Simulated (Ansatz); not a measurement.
**Ba on Cu(111): change of the work function**

How does Ba on the fcc site change the work function of Cu(111) as the layer fills?

Main program and level: Ansatz 0.2.0; plane-wave DFT, RPBE, Ansatz PAW, in the first sound run; inputs show where later runs differ.

This is a report of a sequence of runs, with most program output left out.

**1. The structure**

The cell holds 4 atoms: 4 Cu. Its edges and angles: a = 2.553 Å, b = 2.553 Å, c = 24.253 Å, α = 90.0°, β = 90.0°, γ = 60.0°. Vacuum lies along c.

**2. The clean slab**

The bare slab comes first, as the zero from which every change is counted. The two lowest layers are held at bulk places and the upper ones relax. The dipole correction removes the false field that a one-sided slab makes across the periodic vacuum, so each face gets a flat vacuum level of its own.

Input file input.yaml:

```yaml
crystal:
  lattice:
    - [2.5526554801, 0.0, 0.0]
    - [1.27632774, 2.2106644929, 0.0]
    - [0.0, 0.0, 24.2527034153]
  atoms:
    - { symbol: Cu, position: [0.0, 0.0, 0.3710926508] }
    - { symbol: Cu, position: [0.3333333333, 0.3333333333, 0.4570308836] }
    - { symbol: Cu, position: [0.6666666667, 0.6666666667, 0.5429691164] }
    - { symbol: Cu, position: [0.0, 0.0, 0.6289073492] }
kpoints:
  mp_grid: { grid: [13, 13, 1] }
hamiltonian:
  xc: rpbe
scf:
  occupations: { method: fermi_dirac, width: 0.1 }
  convergence: { dr2_threshold: 1.0e-08 }
efield:
  axis: 3
  dipole_correction: true
  ramp_position: 0.97
  ramp_width: 0.06
relax:
  f_tol: 0.02
  max_steps: 60
  constraints: [{ sites: [0, 1] }]
output:
  write_potential: true
  write_density: true
  volumetric_format: npy
```

Launch:

```sh
> ansatz run input.yaml --threads 4 --pin off --max-ram 12288MiB --backend cpu --events-out ev --progress --plain --runs-dir out
```

The job ended after 12 s (4 threads of Arm Neoverse V2, shared host; peak memory 0.46 GiB).

Step by step:

```tsv
step	energy less that of the first step (eV)	largest force component (eV/Å)
1	0.0000	0.1722
2	-0.0061	0.1005
3	-0.0092	0.0053
```

Forces are held to the 6 operations that the run works with; a distortion that breaks them can't arise in this run.

The atoms that moved most (Å):

```tsv
atom	dx	dy	dz	length
Cu4	0.000	0.000	0.093	0.093
Cu3	0.000	0.000	0.051	0.051
```

This step gave:

| Quantity | Value |
| --- | --- |
| energy at zero smearing | -26520.6422 eV |
| work function, upper face | 4.669 eV |
| work function, lower face | 4.649 eV |
| dipole along the normal | -6.40e-4 e·Å |
| step between the vacuum levels | 0.02053 eV |

Running mean over 2.084 Å of the planar mean; the ramp of the sawtooth is left out. The electron's electrostatic potential energy less the Fermi level by z:

```tsv
z (Å)	electron's electrostatic potential energy less the Fermi level (eV)
3	4.65
4	4.65
5	4.64
6	4.59
7	3.97
8	-2.82
9	-8.56
10	-8.82
11	-8.89
12	-8.43
13	-8.80
14	-8.47
15	-8.57
16	-6.05
17	2.89
18	4.54
19	4.66
20	4.67
21	4.67
```

The relaxation took 3 steps and lowered the energy by 0.0092 eV; the largest force on the free atoms ends at 0.0053 eV/Å.

The work function of the upper face is 4.67 eV.

**3. Adsorbate added, k-mesh 5×5×1, coverage 0.111 ML**

System of this step: Ba/Cu(111). The cell holds 37 atoms: 36 Cu and 1 Ba. Its edges and angles: a = 7.658 Å, b = 7.658 Å, c = 27.678 Å, α = 90.0°, β = 90.0°, γ = 60.0°. Vacuum lies along c.

The clean slab as it ended is repeated in the plane and the adsorbate is set on one face; the cell's size fixes the coverage, and the k-mesh shrinks with it to keep the sampling density about even. Adsorbate and upper layers relax, since the dipole depends on the height.

Input file input.yaml:

```yaml
crystal:
  lattice:
    - [7.6579664403, 1.0e-10, 0.0]
    - [3.8289832201, 6.6319934787, 0.0]
    - [0.0, 0.0, 27.6780876454]
  atoms:
    - { symbol: Cu, position: [0.0, 0.0, 0.3251669738] }
    - { symbol: Cu, position: [0.1111111111, 0.1111111111, 0.4004696645] }
    - { symbol: Cu, position: [0.2222222222, 0.2222222222, 0.4776000559] }
    - { symbol: Cu, position: [0.0, 0.0, 0.5544443697] }
    - { symbol: Cu, position: [0.0, 0.3333333333, 0.3251669738] }
    - { symbol: Cu, position: [0.1111111111, 0.4444444444, 0.4004696645] }
    - { symbol: Cu, position: [0.2222222222, 0.5555555556, 0.4776000559] }
    - { symbol: Cu, position: [0.0, 0.3333333333, 0.5544443697] }
    - { symbol: Cu, position: [0.0, 0.6666666667, 0.3251669738] }
    - { symbol: Cu, position: [0.1111111111, 0.7777777778, 0.4004696645] }
    - { symbol: Cu, position: [0.2222222222, 0.8888888889, 0.4776000559] }
    - { symbol: Cu, position: [0.0, 0.6666666667, 0.5544443697] }
    - { symbol: Cu, position: [0.3333333333, 0.0, 0.3251669738] }
    - { symbol: Cu, position: [0.4444444444, 0.1111111111, 0.4004696645] }
    - { symbol: Cu, position: [0.5555555556, 0.2222222222, 0.4776000559] }
    - { symbol: Cu, position: [0.3333333333, 0.0, 0.5544443697] }
    - { symbol: Cu, position: [0.3333333333, 0.3333333333, 0.3251669738] }
    - { symbol: Cu, position: [0.4444444444, 0.4444444444, 0.4004696645] }
    - { symbol: Cu, position: [0.5555555556, 0.5555555556, 0.4776000559] }
    - { symbol: Cu, position: [0.3333333333, 0.3333333333, 0.5544443697] }
    - { symbol: Cu, position: [0.3333333333, 0.6666666667, 0.3251669738] }
    - { symbol: Cu, position: [0.4444444444, 0.7777777778, 0.4004696645] }
    - { symbol: Cu, position: [0.5555555556, 0.8888888889, 0.4776000559] }
    - { symbol: Cu, position: [0.3333333333, 0.6666666667, 0.5544443697] }
    - { symbol: Cu, position: [0.6666666667, 0.0, 0.3251669738] }
    - { symbol: Cu, position: [0.7777777778, 0.1111111111, 0.4004696645] }
    - { symbol: Cu, position: [0.8888888889, 0.2222222222, 0.4776000559] }
    - { symbol: Cu, position: [0.6666666667, 0.0, 0.5544443697] }
    - { symbol: Cu, position: [0.6666666667, 0.3333333333, 0.3251669738] }
    - { symbol: Cu, position: [0.7777777778, 0.4444444444, 0.4004696645] }
    - { symbol: Cu, position: [0.8888888889, 0.5555555556, 0.4776000559] }
    - { symbol: Cu, position: [0.6666666667, 0.3333333333, 0.5544443697] }
    - { symbol: Cu, position: [0.6666666667, 0.6666666667, 0.3251669738] }
    - { symbol: Cu, position: [0.7777777778, 0.7777777778, 0.4004696645] }
    - { symbol: Cu, position: [0.8888888889, 0.8888888889, 0.4776000559] }
    - { symbol: Cu, position: [0.6666666667, 0.6666666667, 0.5544443697] }
    - { symbol: Ba, position: [0.1111111111, 0.1111111111, 0.6748330262] }
kpoints:
  mp_grid: { grid: [5, 5, 1] }
hamiltonian:
  xc: rpbe
scf:
  occupations: { method: fermi_dirac, width: 0.1 }
  convergence: { dr2_threshold: 1.0e-08 }
efield:
  axis: 3
  dipole_correction: true
  ramp_position: 0.97
  ramp_width: 0.06
relax:
  f_tol: 0.02
  max_steps: 60
  constraints:
    - { sites: [0, 1, 4, 5, 8, 9, 12, 13, 16, 17, 20, 21, 24, 25, 28, 29, 32, 33] }
output:
  bader: true
  write_potential: true
  write_density: true
  volumetric_format: npy
```

Run time: 25 min. Hardware: 4 threads; peak memory 8.6 GiB; 1.7 h of CPU time.

The steps of the relaxation:

```tsv
step	energy less that of the first step (eV)	largest force component (eV/Å)
1	0.0000	1.4209
2	-0.2859	1.3603
3	-0.5544	1.0576
4	-0.7188	0.4698
5	-0.7880	0.0559
6	-0.7897	0.0051
```

Forces are held to the 6 operations that the run works with; a distortion that breaks them can't arise in this run.

The atoms that moved most (Å):

```tsv
atom	dx	dy	dz	length
Ba37	0.000	0.000	-0.780	0.780
Cu20	-0.010	-0.006	0.086	0.087
Cu24	0.000	0.011	0.086	0.087
Cu32	0.010	-0.006	0.086	0.087
Cu28	0.000	0.000	0.078	0.078
Cu12	0.000	0.000	0.078	0.078
Cu36	0.000	0.000	0.078	0.078
Cu4	-0.021	-0.012	-0.060	0.065
```

Final coordinates:

```
Cu Ba
1.0
     7.65797    0.00000    0.00000
     3.82898    6.63199    0.00000
     0.00000    0.00000   27.67809
Cu Ba
36 1
Direct
  0.00000 0.00000 0.32517
  0.11111 0.11111 0.40047
  0.22281 0.22281 0.47676
  0.99816 0.99816 0.55228
  0.00000 0.33333 0.32517
  0.11111 0.44444 0.40047
  0.22254 0.55540 0.47907
  0.99816 0.33702 0.55228
  0.00000 0.66667 0.32517
  0.11111 0.77778 0.40047
  0.22281 0.88771 0.47676
  0.99997 0.66668 0.55725
  0.33333 0.00000 0.32517
  0.44444 0.11111 0.40047
  0.55540 0.22254 0.47907
  0.33702 0.99816 0.55228
  0.33333 0.33333 0.32517
  0.44444 0.44444 0.40047
  0.55540 0.55540 0.47907
  0.33249 0.33249 0.55756
  0.33333 0.66667 0.32517
  0.44444 0.77778 0.40047
  0.55778 0.88778 0.47739
  0.33249 0.66836 0.55756
  0.66667 0.00000 0.32517
  0.77778 0.11111 0.40047
  0.88771 0.22281 0.47676
  0.66668 0.99997 0.55725
  0.66667 0.33333 0.32517
  0.77778 0.44444 0.40047
  0.88778 0.55778 0.47739
  0.66836 0.33249 0.55756
  0.66667 0.66667 0.32517
  0.77778 0.77778 0.40047
  0.88778 0.88778 0.47739
  0.66668 0.66668 0.55725
  0.11111 0.11111 0.64665
```

Numbers from this step:

* energy at zero smearing: -244646.2053 eV
* work function, upper face: 1.649 eV
* work function, lower face: 4.678 eV
* dipole along the normal: 0.8501 e·Å
* step between the vacuum levels: -3.029 eV

Running mean over 2.084 Å of the planar mean; the ramp of the sawtooth is left out. The electron's electrostatic potential energy less the Fermi level by z:

```tsv
z (Å)	electron's electrostatic potential energy less the Fermi level (eV)
3.5	4.68
4.0	4.68
4.5	4.68
5.0	4.67
5.5	4.66
6.0	4.62
6.5	4.48
7.0	3.98
7.5	1.93
8.0	-2.81
8.5	-7.16
9.0	-8.56
9.5	-8.77
10.0	-8.83
10.5	-8.88
11.0	-8.89
11.5	-8.71
12.0	-8.39
12.5	-8.47
13.0	-8.79
13.5	-8.74
14.0	-8.27
14.5	-8.14
15.0	-8.48
15.5	-8.44
16.0	-6.76
16.5	-2.91
17.0	0.0140
17.5	0.190
18.0	-0.251
18.5	-0.208
19.0	0.299
19.5	0.924
20.0	1.33
20.5	1.49
21.0	1.57
21.5	1.61
22.0	1.63
22.5	1.64
23.0	1.64
23.5	1.65
24.0	1.65
24.5	1.65
```

The relaxation took 6 steps and lowered the energy by 0.79 eV; the largest force on the free atoms ends at 0.0051 eV/Å.

The covered face has 1.65 eV, -3.02 eV against the clean one; the bare back face has moved by +0.03 eV, a measure of how thin the slab is.

**4. Adsorbate added, k-mesh 7×7×1, coverage 0.25 ML**

System of this step: Ba/Cu(111). The cell holds 17 atoms: 16 Cu and 1 Ba. Cell: a = 5.105 Å, b = 5.105 Å, c = 27.678 Å, α = 90.0°, β = 90.0°, γ = 60.0°. Vacuum lies along c.

Another coverage, to see how the dipoles act on each other as their distance changes.

Input file input.yaml:

```yaml
crystal:
  lattice:
    - [5.1053109602, 1.0e-10, 0.0]
    - [2.5526554801, 4.4213289858, 0.0]
    - [0.0, 0.0, 27.6780876454]
  atoms:
    - { symbol: Cu, position: [0.0, 0.0, 0.3251669738] }
    - { symbol: Cu, position: [0.1666666667, 0.1666666667, 0.4004696645] }
    - { symbol: Cu, position: [0.3333333333, 0.3333333333, 0.4776000559] }
    - { symbol: Cu, position: [0.0, 0.0, 0.5544443697] }
    - { symbol: Cu, position: [0.0, 0.5, 0.3251669738] }
    - { symbol: Cu, position: [0.1666666667, 0.6666666667, 0.4004696645] }
    - { symbol: Cu, position: [0.3333333333, 0.8333333333, 0.4776000559] }
    - { symbol: Cu, position: [0.0, 0.5, 0.5544443697] }
    - { symbol: Cu, position: [0.5, 0.0, 0.3251669738] }
    - { symbol: Cu, position: [0.6666666667, 0.1666666667, 0.4004696645] }
    - { symbol: Cu, position: [0.8333333333, 0.3333333333, 0.4776000559] }
    - { symbol: Cu, position: [0.5, 0.0, 0.5544443697] }
    - { symbol: Cu, position: [0.5, 0.5, 0.3251669738] }
    - { symbol: Cu, position: [0.6666666667, 0.6666666667, 0.4004696645] }
    - { symbol: Cu, position: [0.8333333333, 0.8333333333, 0.4776000559] }
    - { symbol: Cu, position: [0.5, 0.5, 0.5544443697] }
    - { symbol: Ba, position: [0.1666666667, 0.1666666667, 0.6748330262] }
kpoints:
  mp_grid: { grid: [7, 7, 1] }
hamiltonian:
  xc: rpbe
scf:
  occupations: { method: fermi_dirac, width: 0.1 }
  convergence: { dr2_threshold: 1.0e-08 }
efield:
  axis: 3
  dipole_correction: true
  ramp_position: 0.97
  ramp_width: 0.06
relax:
  f_tol: 0.02
  max_steps: 60
  constraints: [{ sites: [0, 1, 4, 5, 8, 9, 12, 13] }]
output:
  bader: true
  dos: { projected: true, e_range: [-8, 4] }
  write_potential: true
  write_density: true
  volumetric_format: npy
  elf: true
```

Elapsed: 6.1 min, on 4 threads; peak memory 3 GiB.

Relaxation path:

```tsv
step	energy less that of the first step (eV)	largest force component (eV/Å)
1	0.0000	0.7500
2	-0.0945	0.6864
3	-0.2303	0.4503
4	-0.2945	0.1104
5	-0.3059	0.0580
6	-0.3072	0.0116
```

The run keeps the 6 symmetry operations that it works with, so distortions that break them were not tested.

The atoms that moved most (Å):

```tsv
atom	dx	dy	dz	length
Ba17	0.000	0.000	-0.607	0.607
Cu16	0.000	0.000	0.186	0.186
Cu15	0.000	0.000	-0.048	0.048
Cu4	-0.014	-0.008	-0.030	0.034
Cu12	0.014	-0.008	-0.030	0.034
Cu8	0.000	0.016	-0.030	0.034
Cu11	-0.007	0.004	0.002	0.009
Cu7	0.000	-0.008	0.002	0.009
```

The relaxed structure:

```cif
data_structure
_symmetry_space_group_name_H-M 'P 1'
_symmetry_Int_Tables_number 1
_cell_length_a 5.1053
_cell_length_b 5.1053
_cell_length_c 27.6781
_cell_angle_alpha 90.000
_cell_angle_beta 90.000
_cell_angle_gamma 60.000
_cell_volume 624.76
loop_
_atom_site_label
_atom_site_type_symbol
_atom_site_fract_x
_atom_site_fract_y
_atom_site_fract_z
_atom_site_occupancy
Cu1 Cu 0.00000 0.00000 0.32517 1
Cu2 Cu 0.16667 0.16667 0.40047 1
Cu3 Cu 0.33429 0.33429 0.47767 1
Cu4 Cu 0.99822 0.99822 0.55337 1
Cu5 Cu 0.00000 0.50000 0.32517 1
Cu6 Cu 0.16667 0.66667 0.40047 1
Cu7 Cu 0.33429 0.83142 0.47767 1
Cu8 Cu 0.99822 0.50357 0.55337 1
Cu9 Cu 0.50000 0.00000 0.32517 1
Cu10 Cu 0.66667 0.16667 0.40047 1
Cu11 Cu 0.83142 0.33429 0.47767 1
Cu12 Cu 0.50357 0.99822 0.55337 1
Cu13 Cu 0.50000 0.50000 0.32517 1
Cu14 Cu 0.66667 0.66667 0.40047 1
Cu15 Cu 0.83333 0.83333 0.47586 1
Cu16 Cu 0.50000 0.50000 0.56116 1
Ba17 Ba 0.16667 0.16667 0.65290 1
```

Numbers from this step:

```yaml
energy_at_zero_smearing: -112042.8052 eV
work_function_upper_face: 2.483 eV
work_function_lower_face: 4.616 eV
dipole_along_the_normal: 0.2661 e·Å
step_between_the_vacuum_levels: -2.133 eV
```

Running mean over 2.084 Å of the planar mean; the ramp of the sawtooth is left out. The electron's electrostatic potential energy less the Fermi level by z:

z (Å), electron's electrostatic potential energy less the Fermi level (eV) and a bar from the least value:
```
        4       4.62 ##############################
        5       4.61 ##############################
        6       4.56 ##############################
        7       3.92 ############################
        8      -2.89 #############
        9      -8.65 #
       10      -8.89 
       11      -8.92 
       12      -8.53 #
       13      -8.82 
       14      -8.30 #
       15      -8.56 #
       16      -6.97 ####
       17      -1.91 ################
       18      -4.08 ###########
       19      -2.39 ##############
       20       1.04 ######################
       21       2.13 #########################
       22       2.40 #########################
       23       2.47 #########################
       24       2.48 #########################
```

The density of states has structure finer than the step of the table below, so its rows give means over 0.5 eV, whole bins alone (the curve runs from -8 to 1.98 eV). Peaks (eV: height): -3.10: 79.2, -2.95: 82.4, -2.71: 98.4, -2.38: 87.6, -2.02: 93.7, -1.80: 88.7, -1.62: 104.

The density of states by energy, zero at the Fermi level; means over each step:

```tsv
energy (eV)	density of states (states/eV a cell)
-7.5	1.88
-7.0	2.27
-6.5	1.95
-6.0	3.94
-5.5	3.28
-5.0	8.85
-4.5	18.7
-4.0	31.5
-3.5	36.2
-3.0	63.1
-2.5	58.0
-2.0	65.5
-1.5	41.1
-1.0	6.02
-0.5	7.74
0.0	6.50
0.5	8.08
1.0	8.76
1.5	5.72
```

Projected DOS per atom over height of the atomic layer and energy from the Fermi level. Layers: Cu4 Cu4 Cu4 Cu4 Ba from below.

Values in states/eV, 22 rows by 5 columns, each cell a mean:
```
0.15 0.17 0.11 0.13 0.21
0.20 0.22 0.21 0.12 0.07
0.14 0.16 0.15 0.12 0.08
0.34 0.28 0.26 0.33 0.67
0.20 0.19 0.23 0.20 0.59
0.37 0.31 0.33 0.37 0.58
0.35 0.31 0.34 0.36 0.41
2.17 1.93 1.64 1.20 0.20
5.09 4.10 4.29 4.26 0.14
3.62 2.80 3.37 3.96 0.26
4.94 3.59 3.41 4.68 0.16
2.37 2.91 3.10 3.55 0.08
1.74 2.10 2.05 2.19 0.01
1.27 2.42 2.19 1.43 0.01
0.67 1.41 1.28 0.73 0.03
0.40 0.60 0.56 0.40 0.04
0.18 0.19 0.20 0.19 0.02
0.23 0.28 0.28 0.25 0.03
0.07 0.12 0.12 0.08 0.01
0.11 0.18 0.17 0.12 0.01
0.10 0.16 0.16 0.11 0.01
0.04 0.11 0.10 0.04 0.00
```
Columns: height of the atomic layer (Å) from 9 to 18.1 (not evenly spaced); rows upwards: energy from the Fermi level (eV) from -7.96 to 1.95.

Electrostatic potential energy in the ca plane at fractional y = 0.167, with atoms of Cu and Ba within 0.2 Å of it. With pseudopotentials it is smooth inside the atoms' cores, unlike the true potential.

Ten even steps from '0' (-42 eV) to '9' (7 eV), each cell a mean:
```
45799989998646898546899876678899999999999999
55799888998656898656899988889999999999999999
77898534799878999878999999999999999999999999
99996100489999999999999999999999999999999999
99985000289999999999999999999999999999999999
88996100489999999999999999999999999999999999
77898645899877999778999999999999999999999999
45799989998645898546899988888999999999999999
55799888998656898657899865568899999999999999
77898534799878999878998631136899999999999999
99996100489999999999997410014789999999999999
99985000289999999999997300003789999999999999
88996100489999999999997410014789999999999999
77898645899878999778998642246899999999999999
```
Columns run along c (16.0 Å, from fractional 0.32 to 0.90 of the cell; values clipped at the 3rd and 97th percentile), rows up along a (5.1 Å). Atoms in or near the plane, at fractional coordinates: Cu at (0.40, 0.17), Cu at (0.40, 0.67), Ba at (0.65, 0.17).

ELF in the ca plane at fractional y = 0.167, with atoms of Cu and Ba within 0.2 Å of it. It is the smooth field of the valence electrons, not physical close to the nuclei.

Values, 8 rows by 16 columns, each cell a mean:
```
0.18 0.21 0.20 0.21 0.18 0.19 0.18 0.21 0.20 0.54 0.23 0.09 0.15 0.06 0.01 0.00
0.19 0.20 0.25 0.20 0.19 0.21 0.18 0.24 0.18 0.07 0.11 0.28 0.25 0.08 0.01 0.00
0.28 0.22 0.62 0.22 0.27 0.24 0.26 0.30 0.26 0.15 0.30 0.46 0.29 0.08 0.02 0.00
0.19 0.20 0.26 0.20 0.18 0.21 0.19 0.24 0.18 0.07 0.12 0.29 0.25 0.08 0.01 0.00
0.18 0.21 0.20 0.21 0.18 0.19 0.18 0.21 0.20 0.53 0.23 0.09 0.15 0.06 0.01 0.00
0.19 0.20 0.25 0.20 0.18 0.21 0.19 0.22 0.53 0.72 0.64 0.07 0.09 0.05 0.01 0.00
0.28 0.22 0.62 0.22 0.26 0.24 0.27 0.27 0.62 0.17 0.76 0.09 0.07 0.04 0.01 0.00
0.19 0.20 0.26 0.20 0.18 0.21 0.19 0.22 0.54 0.72 0.65 0.07 0.09 0.05 0.01 0.00
```
Columns run along c (16.0 Å, from fractional 0.32 to 0.90 of the cell), rows up along a (5.1 Å). Atoms in or near the plane, at fractional coordinates: Cu at (0.40, 0.17), Cu at (0.40, 0.67), Ba at (0.65, 0.17).

Valence density in the ca plane at fractional y = 0.167, with atoms of Cu and Ba within 0.2 Å of it. It is the smooth field of the valence electrons, not physical close to the nuclei.

Values in e/Å³, 8 rows by 16 columns, each cell a mean:
```
 1  0  0  0  1  0  1  0  0  0  0  0  0  0  0  0
 0  0  4  0  0  0  0  0  0  0  0  0  0  0  0  0
 0  1 27  1  0  0  0  0  0  0  0  0  0  0  0  0
 0  1  4  0  0  0  0  0  0  0  0  0  0  0  0  0
 1  0  0  0  1  0  1  0  0  0  0  0  0  0  0  0
 0  0  4  0  0  0  0  0  1  1  0  0  0  0  0  0
 0  1 27  1  0  0  0  0  1  1  1  0  0  0  0  0
 0  1  4  0  0  0  0  0  1  1  0  0  0  0  0  0
```
Columns run along c (16.0 Å, from fractional 0.32 to 0.90 of the cell), rows up along a (5.1 Å). Atoms in or near the plane, at fractional coordinates: Cu at (0.40, 0.17), Cu at (0.40, 0.67), Ba at (0.65, 0.17).

The relaxation took 6 steps and lowered the energy by 0.31 eV; the largest force on the free atoms ends at 0.012 eV/Å.

By hand: a sheet of dipoles makes a step −p/(ε₀A) in the electron's potential. With e/ε₀ = 180.95 V·Å, p = 0.2661 e·Å and A = 22.57 Å², that is −180.95 × (0.2661) / 22.57 = -2.133 eV, and the two vacuum levels of the run differ by -2.133 eV.

The covered face has 2.48 eV, -2.19 eV against the clean one; the bare back face has moved by -0.03 eV, a measure of how thin the slab is.

**5. Work function against coverage**

This step: plane-wave DFT, RPBE, Ansatz PAW; work function against coverage (Ansatz 0.2.0).

The runs are now put side by side.

Numbers from this step:

- work function of the clean face: 4.669 eV
- largest change of the work function: -3.020 eV

The work function of the covered face by coverage:

```tsv
coverage (adsorbates/nm²)	work function of the covered face (eV)
0.00	4.67
1.97	1.65
4.43	2.48
```

The dipole per adsorbate comes from the change of the cell's dipole. Coverage, by row:

```tsv
coverage (1/nm²)	coverage (ML)	work function (eV)	change (eV)	dipole per adsorbate, positive end outwards (debye)	mean height of the added atoms over the highest substrate atom (Å)
1.969	0.1111	1.649	-3.02	4.111	2.466
4.43	0.25	2.483	-2.186	1.29	2.539
```

(Part 1 of 2 ends here.)

[Logs are printed without paths, hosts, clocks, repeated set-up lines and the standing remarks that a program may print on its own settings, such as how far it seeks lower states.]

[Hosts, paths, dates, database ids (printed as entryN), source tags and the programs' standing remarks are cut or masked in the printed files.]

[Maps of the electrostatic potential energy from Ansatz leave out the sawtooth potential of an applied field or a dipole correction, so their vacuum need not be flat; planar profiles and work functions include it.]
